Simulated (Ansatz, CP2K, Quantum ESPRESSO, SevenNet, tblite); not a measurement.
# Bulk modulus of random rutile alloy of IrO2 and SiO2 (96 atoms) across programs

Aim: pressure against volume for random rutile alloy of IrO2 and SiO2 (96 atoms), with plane waves as the reference.

The results are calculated values.

## 1. Set-up

The cell holds 96 atoms (24 Si, 64 O and 8 Ir), with edges of 8.52, 8.52 and 11.15 Å. Recipe: rutile IrO2, 2 x 2 x 4 conventional cells, 24 of 32 Ir sites given to Si at random (x = 0.750), lattice by Vegard's rule (cell 4.259, 4.259, 2.787, 90, 90, 90); every coordinate displaced by a Gaussian of 0.07 Å Then the atoms were relaxed with SevenNet 0 in the fixed cell.

Bonds by pair of elements; cutoffs follow the first minimum of g(r), held within bounds set by covalent radii, and pairs that aren't listed don't count as bonded:

| pair A-B | cutoff (Å) | bonds | mean length (Å) | spread (Å) | shortest (Å) | B about A | A about B |
| --- | --- | --- | --- | --- | --- | --- | --- |
| O-Si | 2.16 | 144 | 1.79 | 0.036 | 1.72 | 2.25 | 6 |
| O-Ir | 2.42 | 48 | 1.96 | 0.029 | 1.86 | 0.75 | 6 |

## 2. The reference input

Quantum ESPRESSO 7.5: Kohn-Sham DFT, PBE, SSSP efficiency 1.3.0 pseudopotentials, plane waves. Its input, pw.in, for the unchanged cell:

```
&control
  calculation = 'scf'
  pseudo_dir = './pseudo'
  outdir = './tmp'
  disk_io = 'none'
  tprnfor = .true.
  tstress = .true.
/
&system
  ibrav = 0
  nat = 96
  ntyp = 3
  ecutwfc = 60
  ecutrho = 480
  nosym = .true.
  occupations = 'smearing'
  smearing = 'fd'
  degauss = 0.003675
/
&electrons
  conv_thr = 4.8e-07
  electron_maxstep = 100
  mixing_beta = 0.2
  mixing_mode = 'local-TF'
  diagonalization = 'david'
/
ATOMIC_SPECIES
Si 28.085 Si.upf
O 15.999 O.upf
Ir 192.217 Ir.upf
CELL_PARAMETERS angstrom
8.51760 0.00000 0.00000
0.00000 8.51760 0.00000
0.00000 0.00000 11.14920
ATOMIC_POSITIONS crystal
Si 0.00300 0.99281 0.99721
Si 0.24031 0.23936 0.12046
O 0.14969 0.14314 0.00040
O 0.34054 0.32979 0.00192
[... 90 atom lines left out ...]
O 0.59430 0.89453 0.87996
O 0.90189 0.60737 0.89269
K_POINTS gamma
```

```console
$ OMP_NUM_THREADS=1 mpirun -np 4 pw.x -in pw.in > output.txt
```

It took 3.5 min on 4 MPI ranks of Intel Xeon Platinum 8375C at 2.90GHz (Ice Lake), shared host; peak memory 2.9 GiB; 14 min of CPU time.

It converged with an r.m.s. force component of 0.35 eV/Å and a pressure of 12 GPa.

## 3. Programs and settings

Every level solves the same cells as single points. CPU time is summed over a level's finished runs, on a host shared with the other runs, so it is rough; the force column is the median over cells of the r.m.s. difference of force components from the reference.

| level | basis or training data | k-points | runs finished | CPU time | peak memory (GiB) | force difference (meV/Å) |
| --- | --- | --- | --- | --- | --- | --- |
| QE, PBE | plane waves, SSSP efficiency, 60/480 Ry | Γ | 3 of 3 | 44 min | 3.0 | reference |
| CP2K double zeta, PBE | DZVP-MOLOPT-SR, GTH, 600 Ry | Γ | 3 of 3 | 34 min | 4.3 | 79 |
| tblite GFN1-xTB | tight binding with its own dispersion term | Γ | 3 of 3 | 58 s | 0.13 | 463 |
| SevenNet 0 | trained on PBE(+U) plane-wave data | - | 3 of 3 | 32 s | 1.3 | 348 |
| SevenNet l3i5 | trained on PBE(+U) plane-wave data | - | 3 of 3 | 53 s | 2.3 | 340 |

The reference's own r.m.s. force component runs from 347 to 358 meV/Å over these cells. SevenNet 0 relaxed the atoms, so in the cells that it relaxed its forces are near zero and its entry mostly repeats the reference's forces.

## 4. Pressure against volume

The cell is scaled evenly with fractional positions held. The unchanged volume is 8.426 Å³ an atom. Pressures in GPa:

| level | -3 % | 0 | +3 % |
| --- | --- | --- | --- |
| QE, PBE | 23.07 | 11.88 | 2.30 |
| CP2K double zeta, PBE | 22.76 | 11.78 | 2.37 |
| tblite GFN1-xTB | 36.31 | 25.10 | 15.42 |
| SevenNet 0 | 27.42 | 14.63 | 3.90 |
| SevenNet l3i5 | 26.50 | 14.71 | 4.54 |

Energy less that of the unchanged cell at the same level, in meV an atom:

| level | -3 % | +3 % |
| --- | --- | --- |
| QE, PBE | 28.46 | -11.94 |
| CP2K double zeta, PBE | 27.02 | -10.92 |
| tblite GFN1-xTB | 48.23 | -31.78 |
| SevenNet 0 | 32.91 | -14.35 |
| SevenNet l3i5 | 32.27 | -14.99 |

## 5. Moduli

From the three volumes nearest the unchanged one: B from the slope of pressure against ln V and from the curvature of the energy, the pressure that the slope of the energy implies, and the volume change at which the printed pressure crosses zero (a dash if it doesn't within the range).

| level | B from pressures (GPa) | B from energies (GPa) | printed pressure (GPa) | pressure from energies (GPa) | zero pressure at (%) |
| --- | --- | --- | --- | --- | --- |
| QE, PBE | 346.1 | 349.0 | 11.88 | 12.80 | - |
| CP2K double zeta, PBE | 339.9 | 340.1 | 11.78 | 12.03 | - |
| tblite GFN1-xTB | 348.2 | 347.5 | 25.10 | 25.36 | - |
| SevenNet 0 | 392.0 | 392.0 | 14.63 | 14.98 | - |
| SevenNet l3i5 | 365.9 | 365.1 | 14.71 | 14.98 | - |

As a check by hand on the reference: from -3 to +3 % the pressure falls by 20.77 GPa while ln V grows by 0.0600, a ratio of 346.0 GPa.

## 6. Outcome

The plane-wave reference (PBE) gives a bulk modulus of 346.1 GPa from its pressures, at a volume where its pressure is 11.88 GPa, and the pressure stays positive over the whole range. Other programs at PBE: CP2K double zeta, PBE 339.9 GPa (-2 %); its pressure lies -0.10 GPa from the reference's. Learned potentials: SevenNet 0 392.0 GPa (+13 %) and SevenNet l3i5 365.9 GPa (+6 %); their pressures lie +2.76 to +2.83 GPa from the reference's.

Tight binding: tblite GFN1-xTB 348.2 GPa (+1 %); its pressure lies +13.22 GPa from the reference's. The moduli are read at one volume but at unlike pressures, and a cell under tension is as a rule softer than one under compression. All slopes lie within 13 % of the reference's, while the pressures at one volume spread over 13.3 GPa, so the levels would settle at unlike volumes. Moduli from the energies run from 340 to 392 GPa, within 10 % of those from pressures.

Caveats: Atoms are held in fractional coordinates, so these moduli are upper bounds to relaxed ones. Three points at finite strain give rough moduli, at the given volume rather than at zero pressure. Pressures at a fixed plane-wave cutoff or in a small atom-centred basis hold some basis error. The reference has no spin polarisation, so moments on Ir can't form in it, and no Hubbard term. The reference samples only Γ, in a cell whose shortest periodic width is 9 Å. Spin–orbit coupling is left out, which matters for the levels of the heavy elements. The reference isn't exact: its cutoffs and mesh weren't converged further here. The learned potentials mimic data converged in k, so the sampling error of the reference's coarse mesh counts against them here, while programs on the same mesh share it. Where levels are smeared, the DFT runs use Fermi–Dirac occupations at 580 K (0.05 eV), and energies are free energies.

[Long decimals in the printed logs are rounded to 6 places.]

[Logs are printed without paths, hosts, clocks, repeated set-up lines and the standing remarks that a program may print on its own settings, such as how far it seeks lower states.]

[Hosts, paths, dates, database ids (printed as entryN), source tags and the programs' standing remarks are cut or masked in the printed files.]
